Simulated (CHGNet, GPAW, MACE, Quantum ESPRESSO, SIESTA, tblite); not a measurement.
# How far do other methods lie from plane waves? Random packing of Si18Te82 (at. %) (65 atoms)

One geometry of random packing of Si18Te82 (at. %) (65 atoms) is solved by several programs and methods. How far do their forces lie from a plane-wave PBE run?

Results are calculated, not measured.

## (1) The cell

The cell holds 65 atoms (12 Si and 53 Te), with edges of 12.97, 12.97 and 12.97 Å. Recipe: 65 atoms (12 Si, 53 Te) packed at random in a cube at 5.4 g/cm³ and pushed apart as soft spheres; a start for melting by ab initio MD, not an equilibrated structure. Then every atom was moved at random, 0.02 Å r.m.s. a Cartesian component. The density is 5.40 g/cm³.

## (2) The reference input

Quantum ESPRESSO 7.5: Kohn-Sham DFT, PBE, SSSP efficiency 1.3.0 pseudopotentials, plane waves. Its input, pw.in:

```
&control
  calculation = 'scf'
  pseudo_dir = './pseudo'
  outdir = './tmp'
  disk_io = 'none'
  tprnfor = .true.
  tstress = .true.
/
&system
  ibrav = 0
  nat = 65
  ntyp = 2
  ecutwfc = 45
  ecutrho = 360
  nosym = .true.
  occupations = 'smearing'
  smearing = 'fd'
  degauss = 0.003675
/
&electrons
  conv_thr = 3.3e-07
  electron_maxstep = 100
  mixing_beta = 0.2
  mixing_mode = 'local-TF'
  diagonalization = 'david'
/
ATOMIC_SPECIES
Si 28.085 Si.upf
Te 127.600 Te.upf
CELL_PARAMETERS angstrom
12.97040 0.00000 0.00000
0.00000 12.97040 0.00000
0.00000 0.00000 12.97040
ATOMIC_POSITIONS crystal
Si 0.24060 0.93592 0.74246
Si 0.46912 0.07580 0.72868
Si 0.62131 0.00904 0.85992
Si 0.41480 0.12805 0.19725
[... 59 atom lines left out ...]
Te 0.10943 0.19538 0.76420
Te 0.69203 0.22554 0.95323
K_POINTS gamma
```

```console
$ OMP_NUM_THREADS=1 mpirun -np 4 pw.x -in pw.in > output.txt
```

It took 3.3 min on 4 MPI ranks of Arm Neoverse V1, shared host; peak memory 4.5 GiB.

It converged with an r.m.s. force component of 1.1 eV/Å and a pressure of 4.6 GPa.

## (3) What was run beside it

- CHGNet: machine-learned potential, published weights.
- GPAW 26.7.0: PAW with atomic orbitals (LCAO), plane waves or a real-space grid of spacing h.
- MACE: machine-learned potential, published weights.
- SIESTA 5.4.2: numerical atomic orbitals, whose automatically made sets are far from complete, with PseudoDojo norm-conserving potentials that we converted to its format (checked against plane waves on the same files for H, C, O, Si, Ge and Ca alone); labels give functional, basis size, energy shift and mesh cutoff.
- tblite 0.8.0: extended tight binding, driven from Python.

All use the same cell and atoms, and the electronic-structure runs the same k-mesh.

## (4) Side by side

Differences are against the reference: forces as r.m.s. over components, share as that over the reference's r.m.s. force, slope as the fitted ratio of a run's forces to the reference's.

```csv
run,"Δ force, r.m.s. (meV/Å)",share (%),slope,Δ pressure (GPa),cores,CPU time,memory (GiB)
reference,-,-,-,-,4,13 min,4.5
CHGNet r2SCAN potential,634,58.0,0.553,-2.00,1,4.5 s,0.52
"GPAW PBE, LCAO dzp, h 0.2 Å",214,19.6,1.166,-,1,2.8 min,1.7
"GPAW PBE, LCAO sz(dzp), h 0.2 Å (coarse)",764,70.0,1.567,-,1,85 s,1.4
"GPAW revPBE, LCAO dzp, h 0.2 Å",231,21.1,1.181,-,1,2.9 min,1.7
MACE MP-0b3 medium potential,315,28.8,0.886,0.256,1,9.1 s,0.72
MACE MPA-0 medium potential,232,21.2,0.917,-0.0529,1,9.1 s,0.72
"SIESTA PBE, DZP, shift 0.01 Ry, mesh 300 Ry",386,35.3,1.304,1.33,1,5.1 min,1.3
"SIESTA PBE, DZP, shift 0.04 Ry, mesh 300 Ry (coarse)",243,22.2,1.152,-9.73,1,3.2 min,0.98
"SIESTA PBE, SZ, shift 0.01 Ry, mesh 300 Ry (coarse)",958,87.8,1.734,7.01,1,2 min,0.76
"SIESTA PBE, SZP, shift 0.01 Ry, mesh 300 Ry (coarse)",622,56.9,1.463,2.50,1,4 min,1.2
tblite GFN1-xTB,556,50.9,0.980,-8.93,1,4.2 s,0.14
```

Rows marked coarse were listed beforehand as settings not expected to be converged; some can still land near the reference.

Times of the machine-learned potentials are mostly Python's start and the loading of weights.

Runs without a result: SIESTA optB88-vdW, PBE potentials, DZP, shift 0.01 Ry, mesh 300 Ry (cut off at its time limit).

At other geometries of this session 1 more runs gave no result.

CPU time is summed over cores on shared hosts, so it is rough.

## (5) What came out

Forces lie from 20 % (GPAW PBE, LCAO dzp, h 0.2 Å) to 88 % (SIESTA PBE, SZ, shift 0.01 Ry, mesh 300 Ry, coarse) of the reference's r.m.s. force of 1.1 eV/Å away from it. The PBE runs in local orbitals, coarse settings apart, differ by 20 % (GPAW PBE, LCAO dzp, h 0.2 Å) to 35 % (SIESTA PBE, DZP, shift 0.01 Ry, mesh 300 Ry); basis, grid and potentials can all enter. Tight binding differs by 51 % (tblite GFN1-xTB); it is another model, with fitted parameters of its own, and the xTB methods hold dispersion. Machine-learned potentials differ by 21 % (MACE MPA-0 medium potential) to 58 % (CHGNet r2SCAN potential); they were trained on other programs' data, some at another functional.

Rows with another functional or a dispersion term differ by 21 % (GPAW revPBE, LCAO dzp, h 0.2 Å), which mixes the change of model with differences of basis and potentials. Runs with settings chosen to be coarse differ by 22 % (SIESTA PBE, DZP, shift 0.04 Ry, mesh 300 Ry) to 88 % (SIESTA PBE, SZ, shift 0.01 Ry, mesh 300 Ry), their programs' other errors included. SIESTA PBE, SZ, shift 0.01 Ry, mesh 300 Ry stiffens the forces by a factor of 1.73 while following their directions (correlation 0.964); the slopes of the 4 SIESTA runs lie between 1.15 and 1.73. Pressures at PBE, coarse settings apart, lie +1.33 GPa from the reference's.

Caveats: Periodic xTB results under one method name differ between programs and library versions. The potentials hold different valence shells: 366 electrons in the reference, 896 in SIESTA; this bears on time and differences. The reference's pressure holds the uncorrected Pulay stress of its 45 Ry basis, so small pressure differences may be the reference's own error. Machine-learned potentials mimic data converged in k, so the reference's own k-point error enters their differences. The electronic-structure runs sample only Γ, in a cell whose shortest periodic width is 13 Å, which is coarse for a cell with partly filled levels. Spin–orbit coupling is left out, which matters for the levels of the heavy elements. The reference's pressure of 4.6 GPa reflects the volume that the recipe set, positions that aren't this level's minimum and the basis. The reference has no spin polarisation, so local moments can't form. Where levels are smeared, the DFT runs use Fermi–Dirac occupations at 580 K (0.05 eV), and energies are free energies. The atoms were displaced at random, and shares hang on the size of the forces that this gives. The reference's cutoffs and mesh weren't converged further here.

[Logs are printed without paths, hosts, clocks, repeated set-up lines and the standing remarks that a program may print on its own settings, such as how far it seeks lower states.]

[Hosts, paths, dates, database ids (printed as entryN), source tags and the programs' standing remarks are cut or masked in the printed files.]

[Cells were taken only where this reference lay near another plane-wave run.]
